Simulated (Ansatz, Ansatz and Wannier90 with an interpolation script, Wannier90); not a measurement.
## G0W0 band structure of K2LiAlF6 (Fm-3m)

Wanted: quasiparticle gap and band widths of K2LiAlF6 (Fm-3m) over the whole zone.

Program: Ansatz 0.2.0. Level of theory: LDA, Wannier functions and G0W0, plane waves, PAW. Results are calculated unless marked as measured.

This is a report of a sequence of runs, with most program output left out.

## (1) Set-up

The structure is cubic, space group Fm-3m (No. 225). Conventional cell: a = 7.842 Å, b = 7.842 Å, c = 7.842 Å, α = 90.00°, β = 90.00°, γ = 90.00°. Nearest to K lie 12 F at 2.78 Å. Nearest to Li lie 6 F at 2.11 Å. Nearest to Al lie 6 F at 1.81 Å. Nearest to F lie 1 Al at 1.81 Å and 1 Li at 2.11 Å and 4 K at 2.78 Å. Farther neighbours and most contacts between anions are not listed.

The cell and positions come from the Crystallography Open Database and are kept as given unless a step says otherwise. The default PAW set here is soft_2. Its files were made with PBE.

## (2) LDA bands

The cheap functional maps the bands first; the places of the edges decide which points the dearer methods must see.

This step: DFT, LDA, plane waves, PAW.

The input, input.yaml:

```yaml
crystal:
  lattice:
    - [0.0, 3.921, 3.921]
    - [3.921, 0.0, 3.921]
    - [3.921, 3.921, 0.0]
  atoms:
    - { symbol: K, position: [0.25, 0.25, 0.25] }
    - { symbol: K, position: [0.75, 0.75, 0.75] }
    - { symbol: Li, position: [0.5, 0.5, 0.5] }
    - { symbol: Al, position: [0.0, 0.0, 0.0] }
    - { symbol: F, position: [0.7689, 0.2311, 0.2311] }
    - { symbol: F, position: [0.2311, 0.7689, 0.2311] }
    - { symbol: F, position: [0.2311, 0.7689, 0.7689] }
    - { symbol: F, position: [0.7689, 0.2311, 0.7689] }
    - { symbol: F, position: [0.2311, 0.2311, 0.7689] }
    - { symbol: F, position: [0.7689, 0.7689, 0.2311] }
kpoints:
  mp_grid: { grid: [4, 4, 4] }
  band_path:
    path:
      - [[0.0, 0.0, 0.0], [0.5, 0.0, 0.5], [0.625, 0.25, 0.625]]
      - [[0.375, 0.375, 0.75], [0.0, 0.0, 0.0], [0.5, 0.5, 0.5], [0.5, 0.25, 0.75], [0.5, 0.0, 0.5]]
    npoints: 10
hamiltonian:
  xc: lda
scf:
  occupations: { method: fermi_dirac, width: 0.02 }
  n_extra_bands: 64
output:
  eigenvalues: true
  forces: true
  stress: true
  fatbands: true
  write_density: true
  write_potential: true
  elf: true
  volumetric_format: npy
```

On the command line:

```
$ ansatz run input.yaml --threads 8 --pin off --max-ram 18432MiB --backend cpu --events-out ev --progress --plain --runs-dir out
```

Run time: 5.6 s. Hardware: 8 threads of Arm Neoverse V2, shared host; peak memory 0.88 GiB; 43 s of CPU time.

This step gave:

| Property | Result |
| --- | --- |
| pressure | -3.935 GPa |
| filled bands | 33 |
| gap | 7.537 eV |
| valence top at | Γ |
| conduction bottom at | Γ |
| least direct gap | 7.537 eV |

The gap is direct, at Γ.

The electronic bands at the labelled points (eV, zero at the top of the highest nominally filled band):

| point | band 30 | band 31 | band 32 | band 33 | band 34 | band 35 | band 36 | band 37 |
| --- | --- | --- | --- | --- | --- | --- | --- | --- |
| Γ | -0.44 | 0.00 | 0.00 | 0.00 | 7.54 | 10.01 | 10.01 | 10.26 |
| halfway | -0.56 | -0.26 | -0.26 | -0.01 | 8.51 | 10.52 | 10.56 | 10.77 |
| X | -0.67 | -0.58 | -0.58 | -0.02 | 10.10 | 10.76 | 11.07 | 11.13 |
| halfway | -0.66 | -0.56 | -0.54 | -0.05 | 10.19 | 10.78 | 11.06 | 11.14 |
| U | -0.62 | -0.50 | -0.43 | -0.13 | 10.42 | 10.60 | 10.86 | 11.36 |
| jump to K | -0.62 | -0.50 | -0.43 | -0.13 | 10.42 | 10.60 | 10.86 | 11.36 |
| halfway | -0.48 | -0.21 | -0.21 | -0.11 | 8.60 | 10.53 | 10.70 | 10.72 |
| Γ | -0.44 | 0.00 | 0.00 | 0.00 | 7.54 | 10.01 | 10.01 | 10.26 |
| halfway | -0.48 | -0.15 | -0.15 | -0.09 | 8.27 | 10.40 | 10.46 | 10.46 |
| L | -0.51 | -0.27 | -0.27 | -0.21 | 9.52 | 9.96 | 11.13 | 11.13 |
| halfway | -0.59 | -0.41 | -0.26 | -0.23 | 9.94 | 10.27 | 11.11 | 11.39 |
| W | -0.70 | -0.59 | -0.25 | -0.25 | 10.74 | 10.74 | 10.91 | 10.98 |
| halfway | -0.68 | -0.58 | -0.46 | -0.08 | 10.28 | 10.81 | 11.08 | 11.22 |
| X | -0.67 | -0.58 | -0.58 | -0.02 | 10.10 | 10.76 | 11.07 | 11.13 |

Valence density in the ac plane of the conventional cell at fractional y = 0.000, with atoms of Li and Al and F within 0.2 Å of it. It is the smooth field of the valence electrons, not physical close to the nuclei.

Ten even steps from '0' (0 e/Å³) to '9' (12 e/Å³), each cell a mean:
```
0001573000230001572000
0000110000000000110000
0000000000000000000000
3100000000000000000002
9300000000341000000017
7300000001793000000015
1000000001562000000001
0000000000110000000000
0000000000000000000000
1000033100000002310000
5100179300000016940003
3000157200000015730002
0000011000000001100000
0000000000000000000000
0000000000231000000000
4100000001793000000003
9300000001573000000017
6200000000110000000015
1000000000000000000001
0000000000000000000000
0000231000010000331000
0001694000351001793000
```
Columns run along a (7.8 Å), rows up along c (7.8 Å), edges of the conventional cell, whose origin can differ from the input's. Atoms in or near the plane, at fractional coordinates: Li at (0.50, 0.00), Li at (0.00, 0.50), Al at (0.00, 0.00), Al at (0.50, 0.50), F at (0.23, 0.00), F at (0.73, 0.50), F at (0.77, 0.00), F at (0.27, 0.50), F at (0.00, 0.23), F at (0.50, 0.73), F at (0.50, 0.27), F at (0.00, 0.77).

Electrostatic potential energy in the ac plane of the conventional cell at fractional y = 0.000, with atoms of Li and Al and F within 0.2 Å of it. With pseudopotentials it is smooth inside the atoms' cores, unlike the true potential.

Ten even steps from '0' (-40 eV) to '9' (10 eV), each cell a mean:
```
7666103897325896103757
5678658998768999658865
6899999999999999999987
2699999999889999999983
0289999998325999999950
0399999995002899999961
4899999996103999999996
9999999998657999999999
8999998997667899899998
4699832686665773259985
1489400265786650028962
2589610375776661038973
6899965886556786589987
9999999998768999999999
8999999998326999999998
2599999995002899999983
0289999996103999999950
0399999999648999999961
5799999999999999999986
6789989999889999989976
6577325998546998326866
8665002896214894002657
```
Columns run along a (7.8 Å; values clipped at the 3rd and 97th percentile), rows up along c (7.8 Å), edges of the conventional cell, whose origin can differ from the input's. Atoms in or near the plane, at fractional coordinates: Li at (0.50, 0.00), Li at (0.00, 0.50), Al at (0.00, 0.00), Al at (0.50, 0.50), F at (0.23, 0.00), F at (0.73, 0.50), F at (0.77, 0.00), F at (0.27, 0.50), F at (0.00, 0.23), F at (0.50, 0.73), F at (0.50, 0.27), F at (0.00, 0.77).

## (3) Overlaps and projections on 8×8×8

This step: overlaps and projections of LDA states for Wannier90, plane waves, PAW.

input.yaml, the sections that differ from step 2:

```yaml
kpoints:
  mp_grid: { grid: [4, 4, 4] }
scf:
  occupations: { method: fixed }
  n_extra_bands: 64
output:
  wannier:
    kmesh: [8, 8, 8]
    projections:
      - { species: Al, l: p, shell: 3 }
      - { species: F, l: p, shell: 2 }
      - { species: K, l: s, shell: 4 }
      - { species: Li, l: s, shell: 2 }
    minimise: false
    seedname: w
    disentanglement: { window: [-1.61, 20.39], frozen_window: [-1.61, 11.86] }
# crystal, hamiltonian: as in step 2
```

It took 18 s on 8 threads; peak memory 2.6 GiB; 88 s of CPU time.

## (4) Wannier functions by Wannier90 (Al:3p F:2p K:4s Li:2s) on 8×8×8

Localised functions give a small Hamiltonian that interpolates between mesh points at no cost.

This step: maximally localised Wannier functions from the overlaps of LDA states (plane waves, PAW).

The input, w.win:

```
num_iter = 1200
conv_tol = 1.0e-8
conv_window = 5
dis_num_iter = 4000
dis_conv_tol = 1.0e-8
dis_mix_ratio = 0.7
write_hr = true
use_ws_distance = false
num_print_cycles = 50
! ansatz wannier90 interface
! projections by site (counted from 0) and shell: 3 3P, 4 2P, 5 2P, 6 2P, 7 2P, 8 2P, 9 2P, 0 4S, 1 4S, 2 2S
! states of the run's bands (counted from 1): 1-59
num_bands = 59
num_wann  = 24
dis_win_min = -1.61
dis_win_max = 20.39
dis_froz_min = -1.61
dis_froz_max = 11.86
guiding_centres = true

begin unit_cell_cart
Ang
                      0.0                    3.921                    3.921
                    3.921                      0.0                    3.921
                    3.921                    3.921                      0.0
end unit_cell_cart

begin atoms_frac
K                       0.25                     0.25                     0.25
K                       0.75                     0.75                     0.75
Li                       0.5                      0.5                      0.5
Al                       0.0                      0.0                      0.0
F                     0.7689                   0.2311                   0.2311
F                     0.2311                   0.7689                   0.2311
F                     0.2311                   0.7689                   0.7689
F                     0.7689                   0.2311                   0.7689
F                     0.2311                   0.2311                   0.7689
F                     0.7689                   0.7689                   0.2311
end atoms_frac

mp_grid = 8 8 8

[... the mesh's points ...]
```

On the command line:

```
$ OMP_NUM_THREADS=1 mpirun -n 8 wannier90.x w > wannier90.x.log
```

Run time: 29 s. Hardware: 8 MPI ranks.

This step gave:

```yaml
gauge_invariant_spread: 35.94 Å²
diagonal_spread: 0.03498 Å²
off_diagonal_spread: 4.314 Å²
total_spread: 40.28 Å²
disentanglement_steps: 239
r_m_s_interpolation_error: 0.001974 eV
r_m_s_error_near_the_gap: 0.002283 eV
```

Near the gap the model misses directly solved bands by 2.3 meV r.m.s. and by 45 meV at most in the window tested. This tests the starting bands, not the corrections carried with them.

Wannier functions, by row:

| function | x (Å) | y (Å) | z (Å) | spread (Å²) | nearest atom | distance (Å) |
| --- | --- | --- | --- | --- | --- | --- |
| 1 | 0 | 0 | 0 | 3.67 | Al4 | 0 |
| 2 | 0 | 0 | 0 | 3.67 | Al4 | 0 |
| 3 | 0 | 0 | 0 | 3.67 | Al4 | 0 |
| 4 | 1.802 | 3.921 | 3.921 | 0.673 | F5 | 0.01 |
| 5 | 1.585 | 3.921 | 3.921 | 1.557 | F5 | 0.227 |
| 6 | 1.802 | 3.921 | 3.921 | 0.673 | F5 | 0.01 |
| 7 | 3.921 | 1.802 | 3.921 | 0.673 | F6 | 0.01 |
| 8 | 3.921 | 1.802 | 3.921 | 0.673 | F6 | 0.01 |
| 9 | 3.921 | 1.585 | 3.921 | 1.557 | F6 | 0.227 |
| 10 | 6.04 | 3.921 | 3.921 | 0.673 | F7 | 0.01 |
| 11 | 6.257 | 3.921 | 3.921 | 1.557 | F7 | 0.227 |
| 12 | 6.04 | 3.921 | 3.921 | 0.673 | F7 | 0.01 |
| 13 | 3.921 | 6.04 | 3.921 | 0.673 | F8 | 0.01 |
| 14 | 3.921 | 6.04 | 3.921 | 0.673 | F8 | 0.01 |
| 15 | 3.921 | 6.257 | 3.921 | 1.557 | F8 | 0.227 |
| 16 | 3.921 | 3.921 | 1.585 | 1.557 | F9 | 0.227 |
| 17 | 3.921 | 3.921 | 1.802 | 0.673 | F9 | 0.01 |
| 18 | 3.921 | 3.921 | 1.802 | 0.673 | F9 | 0.01 |
| 19 | 3.921 | 3.921 | 6.257 | 1.557 | F10 | 0.227 |
| 20 | 3.921 | 3.921 | 6.04 | 0.673 | F10 | 0.01 |
| 21 | 3.921 | 3.921 | 6.04 | 0.673 | F10 | 0.01 |
| 22 | 1.96 | 1.96 | 1.96 | 4.422 | K1 | 0 |
| 23 | 5.882 | 5.882 | 5.882 | 4.422 | K2 | 0 |
| 24 | 3.921 | 3.921 | 3.921 | 3.014 | Li3 | 0 |

Frozen up to 9.94 eV; above it the model need not follow the bands. Electronic bands along the path, in eV, zero at the valence-band top:

| point | band 30 | band 31 | band 32 | band 33 | band 34 | band 35 | band 36 | band 37 |
| --- | --- | --- | --- | --- | --- | --- | --- | --- |
| Γ | -0.44 | 0.00 | 0.00 | 0.00 | 7.54 | 13.53 | 13.96 | 13.96 |
| halfway | -0.56 | -0.26 | -0.26 | -0.01 | 8.51 | 13.03 | 13.66 | 13.79 |
| X | -0.67 | -0.58 | -0.58 | -0.02 | 10.42 | 11.29 | 13.22 | 13.33 |
| halfway | -0.66 | -0.56 | -0.53 | -0.05 | 10.60 | 11.28 | 12.56 | 13.28 |
| U | -0.62 | -0.50 | -0.43 | -0.13 | 11.02 | 11.06 | 11.90 | 13.44 |
| jump to K | -0.62 | -0.50 | -0.43 | -0.13 | 11.02 | 11.06 | 11.90 | 13.44 |
| halfway | -0.48 | -0.21 | -0.21 | -0.11 | 8.59 | 12.76 | 12.86 | 13.83 |
| Γ | -0.44 | 0.00 | 0.00 | 0.00 | 7.54 | 13.53 | 13.96 | 13.96 |
| halfway | -0.48 | -0.15 | -0.15 | -0.09 | 8.27 | 12.50 | 13.73 | 14.21 |
| L | -0.51 | -0.27 | -0.27 | -0.21 | 9.52 | 10.19 | 13.85 | 14.31 |
| halfway | -0.59 | -0.41 | -0.26 | -0.23 | 10.09 | 10.75 | 12.87 | 13.61 |
| W | -0.70 | -0.59 | -0.25 | -0.25 | 11.40 | 11.53 | 11.53 | 12.61 |
| halfway | -0.68 | -0.58 | -0.46 | -0.08 | 10.73 | 11.33 | 12.44 | 12.88 |
| X | -0.67 | -0.58 | -0.58 | -0.02 | 10.42 | 11.29 | 13.22 | 13.33 |

The same for Kohn-Sham, solved directly:

| point | band 30 | band 31 | band 32 | band 33 | band 34 | band 35 | band 36 | band 37 |
| --- | --- | --- | --- | --- | --- | --- | --- | --- |
| Γ | -0.44 | 0.00 | 0.00 | 0.00 | 7.54 | 10.01 | 10.01 | 10.26 |
| X | -0.67 | -0.58 | -0.58 | -0.02 | 10.10 | 10.76 | 11.07 | 11.13 |
| U | -0.62 | -0.50 | -0.43 | -0.13 | 10.42 | 10.60 | 10.86 | 11.36 |
| K | -0.62 | -0.50 | -0.43 | -0.13 | 10.42 | 10.60 | 10.86 | 11.36 |
| Γ | -0.44 | 0.00 | 0.00 | 0.00 | 7.54 | 10.01 | 10.01 | 10.26 |
| L | -0.51 | -0.27 | -0.27 | -0.21 | 9.52 | 9.96 | 11.13 | 11.13 |
| W | -0.70 | -0.59 | -0.25 | -0.25 | 10.74 | 10.74 | 10.91 | 10.98 |
| X | -0.67 | -0.58 | -0.58 | -0.02 | 10.10 | 10.76 | 11.07 | 11.13 |

## (5) G0W0 at every point of the mesh: 4×4×4 mesh, 453 empty bands, screening to 140 eV

G0W0 replaces the xc potential by the self-energy, built once from these orbitals. Only a window of levels is corrected, while the sums run over the empty bands that the input names.

This step: G0W0 on LDA, plane waves, PAW.

input.yaml, the sections that differ from step 3:

```yaml
scf:
  occupations: { method: fixed }
gw:
  n_empty_bands: 453
  ecut_chi: 140.0
  qp_bands: [v17, c2]
  screening: { model: contour_deformation }
# crystal, kpoints, hamiltonian: as in step 3
# output: removed
```

On the command line:

```
$ ansatz run input.yaml --threads 8 --pin off --max-ram 18432MiB --backend cpu --events-out ev --progress --plain --runs-dir out
```

Elapsed: 2.6 min, on 8 threads; peak memory 3.1 GiB.

This step gave:

| Quantity | Value |
| --- | --- |
| bands summed | 486 |
| RPA ε∞ on this mesh (eigenvalues) | 2.060, 2.060, 2.060 |
| plane waves in the screening matrix | 459 |
| q-points in the mesh | 64 |
| G0W0 gap on the mesh | 11.81 eV |
| k of the valence top | 0, 0, 0 |
| k of the conduction bottom | 0, 0, 0 |
| starting gap on the mesh | 7.536 eV |
| Z at the valence top | 0.8091 |
| Z at the conduction bottom | 0.8875 |
| least direct G0W0 gap on the computed points | 11.81 eV |

The gap on the mesh goes from 7.54 eV to 11.81 eV, a correction of +4.28 eV. Between the two edge states, bare exchange in place of the xc potential would open the gap by 13.16 eV, and correlation takes back 8.88 eV.

## (6) Interpolating the corrections

A script adds the corrections, carried to the Wannier functions and back, to the LDA levels, along the path and on a 13×13×13 mesh.

* G0W0 gap over the zone: 11.81 eV
* valence top at: Γ
* conduction bottom at: Γ
* starting gap over the zone: 7.536 eV
* least direct G0W0 gap: 11.81 eV
* G0W0 gap on the mesh: 11.81 eV
* valence width, start: 3.375 eV
* valence width, G0W0: 3.689 eV
* gap by a rigid shift: 11.81 eV

Levels solved directly plus the interpolated quasiparticle correction. Limits: finite bands, cutoff and mesh. Quasiparticle bands along the path, in eV, zero at the valence-band top of each set:

| point | band 30 | band 31 | band 32 | band 33 | band 34 |
| --- | --- | --- | --- | --- | --- |
| Γ | -0.44 | 0.00 | 0.00 | 0.00 | 11.81 |
| halfway | -0.60 | -0.30 | -0.30 | -0.01 | 12.91 |
| X | -0.72 | -0.67 | -0.67 | -0.03 | 14.80 |
| halfway | -0.70 | -0.65 | -0.62 | -0.06 | 14.89 |
| U | -0.66 | -0.58 | -0.50 | -0.14 | 15.12 |
| jump to K | -0.66 | -0.58 | -0.50 | -0.14 | 15.12 |
| halfway | -0.50 | -0.24 | -0.23 | -0.13 | 13.00 |
| Γ | -0.44 | 0.00 | 0.00 | 0.00 | 11.81 |
| halfway | -0.49 | -0.16 | -0.16 | -0.10 | 12.63 |
| L | -0.53 | -0.30 | -0.30 | -0.25 | 14.10 |
| halfway | -0.63 | -0.47 | -0.29 | -0.27 | 14.56 |
| W | -0.75 | -0.68 | -0.29 | -0.29 | 15.49 |
| halfway | -0.73 | -0.68 | -0.54 | -0.10 | 14.98 |
| X | -0.72 | -0.67 | -0.67 | -0.03 | 14.80 |

The same for LDA:

| point | band 30 | band 31 | band 32 | band 33 | band 34 |
| --- | --- | --- | --- | --- | --- |
| Γ | -0.44 | 0.00 | 0.00 | 0.00 | 7.54 |
| X | -0.67 | -0.58 | -0.58 | -0.02 | 10.10 |
| U | -0.62 | -0.50 | -0.43 | -0.13 | 10.42 |
| K | -0.62 | -0.50 | -0.43 | -0.13 | 10.42 |
| Γ | -0.44 | 0.00 | 0.00 | 0.00 | 7.54 |
| L | -0.51 | -0.27 | -0.27 | -0.21 | 9.52 |
| W | -0.70 | -0.59 | -0.25 | -0.25 | 10.74 |
| X | -0.67 | -0.58 | -0.58 | -0.02 | 10.10 |

Minima of the lowest conduction band, from levels solved directly at the displaced points, plus the interpolated correction; masses are left empty at degenerate points, on flat bands and where the interpolated correction rules the curvature; G0W0 masses are rough. Conduction valleys, by row:

| point | k (reciprocal lattice) | valleys in the zone | G0W0 level above the valence top (eV) | LDA level above the valence top (eV) | G0W0 principal masses (m_e) | LDA principal masses (m_e) |
| --- | --- | --- | --- | --- | --- | --- |
| Γ | 0.000 0.000 0.000 | 1 | 11.81 | 7.536 | 0.470 0.470 0.470 | 0.557 0.557 0.557 |

Second differences of levels solved directly at the displaced points, plus the interpolated correction, at the quasiparticle band edges; no spin-orbit coupling; left empty where the band is flat or the interpolated correction rules the curvature. Effective masses, by row:

| carrier | point | Cartesian direction | band | LDA mass (m_e) | G0W0 mass (m_e) |
| --- | --- | --- | --- | --- | --- |
| hole | Γ | 100 | 32 | 1.84 | 1.613 |
| hole | Γ | 100 | 31 | 1.84 | 1.613 |
| hole | Γ | 010 | 32 | 1.84 | 1.613 |
| hole | Γ | 010 | 31 | 1.84 | 1.613 |
| hole | Γ | 001 | 32 | 1.84 | 1.613 |
| hole | Γ | 001 | 31 | 1.84 | 1.613 |
| hole | Γ | 110 | 33 | 5.865 | 5.033 |
| hole | Γ | 110 | 32 | 2.478 | 2.245 |
| hole | Γ | 110 | 31 | 1.863 | 1.631 |
| hole | Γ | 111 | 33 | 4.732 | 3.983 |
| hole | Γ | 111 | 32 | 2.215 | 1.98 |
| hole | Γ | 111 | 31 | 2.215 | 1.98 |
| electron | Γ | 100 | 34 | 0.557 | 0.47 |
| electron | Γ | 010 | 34 | 0.557 | 0.47 |
| electron | Γ | 001 | 34 | 0.557 | 0.47 |
| electron | Γ | 110 | 34 | 0.558 | 0.47 |
| electron | Γ | 111 | 34 | 0.557 | 0.47 |

Corrections by starting level (eV, on the run's own energy scale, so only their differences matter):

| start | correction |
| --- | --- |
| -3.38 | −2.65 |
| -2.99 | −2.59 |
| -2.66 | −2.56 |
| -2.20 | −2.56 |
| -1.94 | −2.56 |
| -1.72 | −2.52 |
| -1.47 | −2.40 |
| -1.09 | −2.46 |
| -0.93 | −2.46 |
| -0.76 | −2.44 |
| -0.60 | −2.38 |
| -0.48 | −2.35 |
| -0.27 | −2.37 |
| -0.09 | −2.35 |
| 0.00 | −2.34 |
| 7.54 | +1.94 |
| 9.52 | +2.24 |
| 10.74 | +2.36 |

## (7) Results

```yaml
lda_gap: 7.54 eV
g0w0_gap_over_the_zone: 11.81 eV, direct
least_direct_g0w0_gap_in_the_model: 11.81 eV
gw_settings: 4×4×4 mesh, 453 empty bands, screening to 140 eV
known_limits: not at the basis limit
```

What this shows: The Wannier model follows the LDA bands to 2 meV r.m.s. near the gap. The G0W0 gap over the zone is 11.81 eV, direct, from Γ to Γ; on the mesh alone it is 11.81 eV, nearly the same. The valence width in the model goes from 3.37 eV to 3.69 eV. At the band edge the lightest electron mass is 0.56 m_e at the start and 0.47 m_e in G0W0; the G0W0 masses rest on corrections from the 4×4×4 mesh alone and are rough. Bands and cutoff are finite, so the gap is not at the basis limit. The miss can reach some tenths of an eV and take either sign; the mesh is an error of its own. Above the frozen window of the model the interpolated levels need not meet the computed ones, even at points of the mesh.

[Paths, hosts, dates, memory and timing lines, banners, echoed tables and standing remarks are left out of the program output.]

[Logs are printed without paths, hosts, clocks, repeated set-up lines and the standing remarks that a program may print on its own settings, such as how far it seeks lower states.]

[Runs of the session that timed out or met a known fault of the program may be left out.]

[Hosts, paths, dates, database ids (printed as entryN), source tags and the programs' standing remarks are cut or masked in the printed files.]
